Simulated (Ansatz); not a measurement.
## Sb2Au (Fm-3m): relaxing the cell for a phonon run

Aim: bring Sb2Au (Fm-3m) to small forces and stress, as phonons need.

Main program and level: Ansatz 0.2.0; DFT PBEsol, scalar-relativistic, plane waves, PAW; PAW set soft_1.

**1. The structure**

It takes space group Fm-3m (No. 225, cubic). Conventional cell: a = 6.656 Å, b = 6.656 Å, c = 6.656 Å, α = 90.00°, β = 90.00°, γ = 90.00°. Nearest to Sb lie 4 Au at 2.88 Å. Nearest to Au lie 8 Sb at 2.88 Å. Farther neighbours are not listed.

Structure file:

```cif
data_structure
_symmetry_space_group_name_H-M 'P 1'
_symmetry_Int_Tables_number 1
_cell_length_a 4.7065
_cell_length_b 4.7065
_cell_length_c 4.7065
_cell_angle_alpha 60.000
_cell_angle_beta 60.000
_cell_angle_gamma 60.000
_cell_volume 73.72
loop_
_atom_site_label
_atom_site_type_symbol
_atom_site_fract_x
_atom_site_fract_y
_atom_site_fract_z
_atom_site_occupancy
Sb1 Sb 0.25000 0.25000 0.25000 1
Sb2 Sb 0.75000 0.75000 0.75000 1
Au3 Au 0.00000 0.00000 0.00000 1
```

**2. Probe on a coarse mesh**

First a cheap look: the gap decides the mesh and the occupations, the pressure tells how far the cell has to move.

input.yaml

```yaml
crystal:
  lattice:
    - [0.0, 3.328, 3.328]
    - [3.328, 0.0, 3.328]
    - [3.328, 3.328, 0.0]
  atoms:
    - { symbol: Sb, position: [0.25, 0.25, 0.25] }
    - { symbol: Sb, position: [0.75, 0.75, 0.75] }
    - { symbol: Au, position: [0.0, 0.0, 0.0] }
kpoints:
  mp_grid: { grid: [6, 6, 6] }
hamiltonian:
  xc: pbesol
  pseudopotentials: { kind: paw, azcp: { folder: soft_1 }, xc_functional: pbe }
scf:
  occupations: { method: gaussian, width: 0.1 }
output:
  forces: true
  stress: true
  eigenvalues: true
```

Command:

```bash
$ ansatz run input.yaml --threads 4 --pin off --max-ram 10240MiB --backend cpu --events-out ev --progress --plain --runs-dir out
```

Numbers of over 12 decimals in the logs are rounded to 6 here.

The program printed:

```text
Engine: ansatz 0.2.0, aarch64-unknown-linux-gnu
Pseudopotentials: kind: paw
Pseudopotential: Sb, paw, valence charge 15, recommended cutoff 420 eV (normal), soft_1/Sb.paw.azcp
Pseudopotential: Au, paw, valence charge 19, recommended cutoff 420 eV (normal), soft_1/Au.paw.azcp
Functional definition: PBEsol
  exchange = pbesol_x
  correlation = pbesol_c
Crystal: 3 atoms, lattice volume = 73.719 Å³
[...]
k-point 0: bands = [... 21 lower, 13.4346, 13.4346, 13.4346, 14.2500, 14.2500, 14.2500, 15.2517, 16.2745, ... 1 higher]
  k-point 1: bands = [... 21 lower, 11.4184, 12.7308, 12.7308, 13.7507, 14.2788, 14.2788, 15.9475, 16.9394, ... 1 higher]
  k-point 2: bands = [... 21 lower, 10.6838, 11.7648, 11.7648, 12.8563, 14.0419, 14.0419, 16.9223, 18.5440, ... 1 higher]
  k-point 15: bands = [... 21 lower, 8.4960, 9.5747, 11.6680, 14.6988, 15.1150, 17.0448, 18.0792, 18.3842, ... 1 higher]
[key lines of the parts left out:]
SCF converged after 7 iterations
Free energy (F): -25824.918255 eV
Fermi energy:    13.797819 eV
P = ⅓ Tr σ = 5.2056 GPa (52.056 kbar)
```

Wall time 0.92 s (4 threads of Arm Neoverse V2, shared host); peak memory 0.34 GiB; 2.8 s of CPU time.

This step gave:

| Property | Result |
| --- | --- |
| pressure | 5.206 GPa |
| volume per atom | 24.57 Å³ |
| gap on the k-mesh | 0 eV |

The coarse mesh shows no gap and a pressure of 5.2 GPa.

**3. Bringing the structure to rest**

Harmonic phonons are second derivatives at a point where the forces vanish, and they are wanted at zero stress, so atoms and cell are relaxed first.

Edit input.yaml of step 2 so:

```diff
@@ -10,3 +10,3 @@
 kpoints:
-  mp_grid: { grid: [6, 6, 6] }
+  mp_grid: { grid: [12, 12, 12] }
 hamiltonian:
@@ -20 +20,6 @@
   eigenvalues: true
+relax:
+  adjacent_minimum: "off"
+  f_tol: 0.005
+  max_steps: 80
+  cell: { stress_tol: 0.05 }
```

The program printed:

```text
[...]
Crystal: 3 atoms, lattice volume = 73.719 Å³
Basis set: ecut = 420 eV, 1459 PW (Γ), exchange–correlation on 64×64×64 points (8 copies of the dense FFT grid, shifted against one another)
Bands: 30, of which v1, the nominal top of the filled ones, is band 25 counted from 1 (24 counted from 0)
Symmetry: 48 space group operations
[...]
k-points: 72 of 1728
[...]
SCF iter   1: F=—  HF=-25828.700608 eV  |F-HF|=—  |Δ(HF+E_count)|=         —  Δρ=1.29e-1  dr2=2.12e1  ethr=3.10e-3  ⟨swp⟩=6.7  Hψ=9344  notcnv=0
[...]
SCF iter   8: F=-25824.928984 eV  HF=-25824.928984 eV  |F-HF|=4.13e-9  |Δ(HF+E_count)|=   2.35e-9  Δρ=2.06e-6  dr2=4.75e-9  ethr=1.01e-10  ⟨swp⟩=2.2  Hψ=7082  notcnv=0
SCF 1 converged in 8 iterations: F = -25824.928984 eV  dr2 = 4.75e-9
[...]
relax step   1: F+E_penalty+E_count = -25824.92898423 eV  Δ(F+E_penalty+E_count) = +0.000e0 eV  max|allowed force component| = 4.318e-17 eV/Å  Δτ_max = 0.0000 Å  P = +5.001 GPa  Ω = 73.719 Å³  (8 SCF iters, dr2 threshold 1.00e-7 eV, accepted)
Crystal: 3 atoms, lattice volume = 83.359 Å³
Basis set: ecut = 420 eV, 1639 PW (Γ), exchange–correlation on 64×64×64 points (8 copies of the dense FFT grid, shifted against one another)
[...]
iter 1 solved again at ethr=6.26e-4 eV; its pass at ethr=3.10e-3 eV (dr2=3.07e-1 eV) is discarded
[...]
SCF iter   6: F=-25824.894639 eV  HF=-25824.894639 eV  |F-HF|=4.10e-8  |Δ(HF+E_count)|=   4.48e-7  Δρ=9.89e-6  dr2=7.86e-8  ethr=6.12e-10  ⟨swp⟩=9.4  Hψ=10763  notcnv=0
SCF 2 converged in 6 iterations: F = -25824.894639 eV  dr2 = 7.86e-8
relax step   2: F+E_penalty+E_count = -25824.89463896 eV  Δ(F+E_penalty+E_count) = +3.435e-2 eV  max|allowed force component| = 3.701e-17 eV/Å  Δτ_max = 0.0000 Å  P = -4.899 GPa  Ω = 83.359 Å³  energy of the carried Pulay correction = -1.546e-3 eV  (6 SCF iters, dr2 threshold 3.00e-7 eV, rejected (line search))
Crystal: 3 atoms, lattice volume = 78.293 Å³
Basis set: ecut = 420 eV, 1471 PW (Γ), exchange–correlation on 64×64×64 points (8 copies of the dense FFT grid, shifted against one another)
[...]
SCF iter   8: F=-25824.986571 eV  HF=-25824.986571 eV  |F-HF|=1.09e-11  |Δ(HF+E_count)|=  2.91e-11  Δρ=6.09e-8  dr2=2.07e-12  ethr=1.00e-12  ⟨swp⟩=8.4  Hψ=10865  notcnv=0
SCF 3 converged in 8 iterations: F = -25824.986571 eV  dr2 = 2.07e-12
relax step   3: F+E_penalty+E_count = -25824.98657110 eV  Δ(F+E_penalty+E_count) = -5.759e-2 eV  max|allowed force component| = 8.018e-17 eV/Å  Δτ_max = 0.0000 Å  P = -0.591 GPa  Ω = 78.293 Å³  energy of the carried Pulay correction = -7.580e-4 eV  (8 SCF iters, accepted)
[...]
relax step   4: F+E_penalty+E_count = -25824.98770683 eV  Δ(F+E_penalty+E_count) = -1.136e-3 eV  max|allowed force component| = 9.252e-17 eV/Å  Δτ_max = 0.0000 Å  P = -0.024 GPa  Ω = 77.750 Å³  energy of the carried Pulay correction = -6.704e-4 eV  (4 SCF iters, dr2 threshold 3.00e-7 eV, accepted)
Basis set: ecut = 420 eV, 1471 PW (Γ), exchange–correlation on 72×72×72 points (8 copies of the dense FFT grid, shifted against one another)
[...]
SCF iter   6: F=-25824.988340 eV  HF=-25824.988340 eV  |F-HF|=3.64e-12  |Δ(HF+E_count)|=  1.09e-11  Δρ=2.40e-8  dr2=3.74e-13  ethr=1.00e-12  ⟨swp⟩=6.0  Hψ=9141  notcnv=0
SCF 5 converged in 6 iterations: F = -25824.988340 eV  dr2 = 3.74e-13
relax step   5: F+E_penalty+E_count = -25824.98834028 eV  Δ(F+E_penalty+E_count) = -6.334e-4 eV  max|allowed force component| = 8.327e-17 eV/Å  Δτ_max = 0.0000 Å  P = -0.027 GPa  Ω = 77.750 Å³  stress off target by 2.73e-2 GPa  SCF on the basis re-selected at this cell (its energy is not comparable with the rows above)  (6 SCF iters)
basis re-selected at this cell: Δ(F+E_penalty+E_count) = -6.334e-4 eV, ΔP = -0.003 GPa vs the last step (what re-selecting the basis moved, of the pressure what is left beyond the Pulay correction that the steps carried, after the strain that the cell walked since its last selection, with what the two solves' SCF thresholds leave and, on support functions, any second-order correction that the steps lacked; it is no measure of the basis error at this ecutwfc). The dense FFT grid was sized anew with the basis: this SCF ran on 36×36×36 points, the steps before it on 32×32×32, so part of this shift can come from that change (see relax.cell in the input reference). [rest of the remark cut]
SCF converged after 6 iterations
Free energy (F): -25824.988340 eV
[...]
Internal energy: -25824.981805 eV  (E = F + TS)
E sigma→0 (E₀):  -25824.985072 eV
Entropy (-TS):   -0.006536 eV (-2.179 meV/atom)
Fermi energy:    12.704273 eV
[...]
--- Stress (GPa, compression-positive) ---
       -0.027272       0.000000       0.000000
       -0.000000      -0.027272      -0.000000
        0.000000      -0.000000      -0.027272
  P = ⅓ Tr σ = -0.0273 GPa (-0.273 kbar)
--- Band table (eV; the first three rows and the last of 72) ---
  k-point 0: bands = [... 21 lower, 12.4140, 12.4140, 12.4140, 13.2683, 13.2683, 13.2683, 13.9788, 15.3759, ... 1 higher]
  k-point 1: bands = [... 21 lower, 11.6722, 12.2152, 12.2152, 12.9634, 13.2949, 13.2949, 14.6571, 15.5364, ... 1 higher]
  k-point 2: bands = [... 21 lower, 10.5222, 11.7949, 11.7949, 12.6631, 13.2580, 13.2580, 14.9347, 16.0034, ... 1 higher]
  k-point 71: bands = [... 21 lower, 7.7645, 8.8801, 12.0411, 12.0411, 14.7391, 15.7786, 16.5023, 16.8275, ... 1 higher]
--- Relaxed structure (4 steps of the walk, 3 accepted, 1 SCFs on fresh bases) ---
  F+E_penalty+E_count = -25824.98834028 eV   max|allowed force component| = 8.327e-17 eV/Å   (the final SCF, on the basis selected at the relaxed cell)
  cell:  # Å, volume = 77.7502 Å³
    - [0, 3.387588, 3.387588]
    - [3.387588, 0, 3.387588]
    - [3.387588, 3.387588, 0]
  atoms:
    - { symbol: Sb, position: [0.250000, 0.250000, 0.250000] }
    - { symbol: Sb, position: [0.750000, 0.750000, 0.750000] }
    - { symbol: Au, position: [0, 0, 0] }
```

It took 13 s on 4 threads; peak memory 0.46 GiB.

Relaxation path:

```tsv
step	energy less that of the first step (eV)	largest force component (eV/Å)	pressure (GPa)	volume (Å³)
1	0.0000	0.0000	5.00	73.72
2	0.0343	0.0000	-4.90	83.36
3	-0.0576	0.0000	-0.59	78.29
4	-0.0587	0.0000	-0.02	77.75
5*	-0.0594	0.0000	-0.03	77.75
```

Relaxation steps marked * repeat the geometry before them on a plane-wave basis chosen anew for their cell, so energy and pressure can jump there. Relaxation step 2 was tried and not accepted.

Forces are held to the 48 operations that the run works with; a distortion that breaks them can't arise in this run.

```tsv
conventional cell, symmetrised	before	after	change
a (Å)	6.656	6.775	+1.8 %
b (Å)	6.656	6.775	+1.8 %
c (Å)	6.656	6.775	+1.8 %
volume (Å³/atom)	24.57	25.92	+5.5 %
```

Final coordinates:

```cif
data_structure
_symmetry_space_group_name_H-M 'P 1'
_symmetry_Int_Tables_number 1
_cell_length_a 4.7908
_cell_length_b 4.7908
_cell_length_c 4.7908
_cell_angle_alpha 60.000
_cell_angle_beta 60.000
_cell_angle_gamma 60.000
_cell_volume 77.75
loop_
_atom_site_label
_atom_site_type_symbol
_atom_site_fract_x
_atom_site_fract_y
_atom_site_fract_z
_atom_site_occupancy
Sb1 Sb 0.25000 0.25000 0.25000 1
Sb2 Sb 0.75000 0.75000 0.75000 1
Au3 Au 0.00000 0.00000 0.00000 1
```

Numbers from this step:

| Property | Result |
| --- | --- |
| pressure | -0.02727 GPa |
| volume per atom | 25.92 Å³ |

In this step the volume went from 24.57 to 25.92 Å³/atom.

**4. Relaxing to small forces for the phonons**

Phonons need a cell at rest on their own settings, so the relaxation is repeated with tight tolerances on forces and stress, using the mesh and the filling of the phonon run that follows.

input.yaml, the sections that differ from step 3:

```yaml
crystal:
  lattice:
    - [0.0, 3.3875875792, 3.3875875792]
    - [3.3875875792, 0.0, 3.3875875792]
    - [3.3875875792, 3.3875875792, 0.0]
  atoms:
    - { symbol: Sb, position: [0.25, 0.25, 0.25] }
    - { symbol: Sb, position: [0.75, 0.75, 0.75] }
    - { symbol: Au, position: [0.0, 0.0, 0.0] }
scf:
  occupations: { method: methfessel_paxton, width: 0.2 }
relax:
  adjacent_minimum: "off"
  f_tol: 0.001
  max_steps: 60
  cell: { stress_tol: 0.01 }
# kpoints, hamiltonian, output: as in step 3
```

The program printed:

```text
[...]
Crystal: 3 atoms, lattice volume = 77.750 Å³
Basis set: ecut = 420 eV, 1471 PW (Γ), exchange–correlation on 72×72×72 points (8 copies of the dense FFT grid, shifted against one another)
Bands: 30, of which v1, the nominal top of the filled ones, is band 25 counted from 1 (24 counted from 0)
[... 1 set-up line as in the run before ...]
[...]
k-points: 72 of 1728
[...]
k-point 71: bands = [... 21 lower, 7.7681, 8.8845, 12.0479, 12.0479, 14.7459, 15.7868, 16.5082, 16.8364, ... 1 higher]
--- Relaxed structure (3 steps of the walk, 2 accepted, 1 SCFs on fresh bases) ---
[...]
cell:  # Å, volume = 77.7221 Å³
    - [0, 3.387179, 3.387179]
    - [3.387179, 0, 3.387179]
    - [3.387179, 3.387179, 0]
  atoms:
    - { symbol: Sb, position: [0.25, 0.25, 0.25] }
    - { symbol: Sb, position: [0.75, 0.75, 0.75] }
    - { symbol: Au, position: [0, 0, 0] }
[key lines of the parts left out:]
SCF converged after 6 iterations
Free energy (F): -25824.985627 eV
Fermi energy:    12.705036 eV
P = ⅓ Tr σ = 0.0000 GPa (0.000 kbar)
```

It took 10 s on 4 threads; peak memory 0.46 GiB.

Little changed from the start: no atom moved by 0.005 Å and no cell edge by 0.1 %.

This step gave:

```yaml
pressure: 8.04e-6 GPa
volume_per_atom: 25.91 Å³
```

The forces vanish by symmetry and the pressure is 0.000 GPa, within the tolerances set. The cell now holds 25.91 Å³/atom.

**5. Results**

| Item | Value |
| --- | --- |
| space group after relaxation (within 0.01 Å) | Fm-3m |
| lattice constant a | 6.774 Å |
| lattice constant b | 6.774 Å |
| lattice constant c | 6.774 Å |
| volume per atom | 25.9 Å³ |

The forces vanish by symmetry and the pressure is 0.000 GPa, within the tolerances set. The cell now holds 25.91 Å³/atom. The relaxation keeps the symmetry of its start, so it says nothing on stability against lower symmetry. The runs are without spin polarisation, although the cell has an odd electron count. Spin-orbit coupling is left out, which can matter for the heavy elements here. The PAW files were made for PBE and serve the other functionals too.

[Logs are printed without paths, hosts, clocks, repeated set-up lines and the standing remarks that a program may print on its own settings, such as how far it seeks lower states.]

[Hosts, paths, dates, database ids (printed as entryN), source tags and the programs' standing remarks are cut or masked in the printed files.]
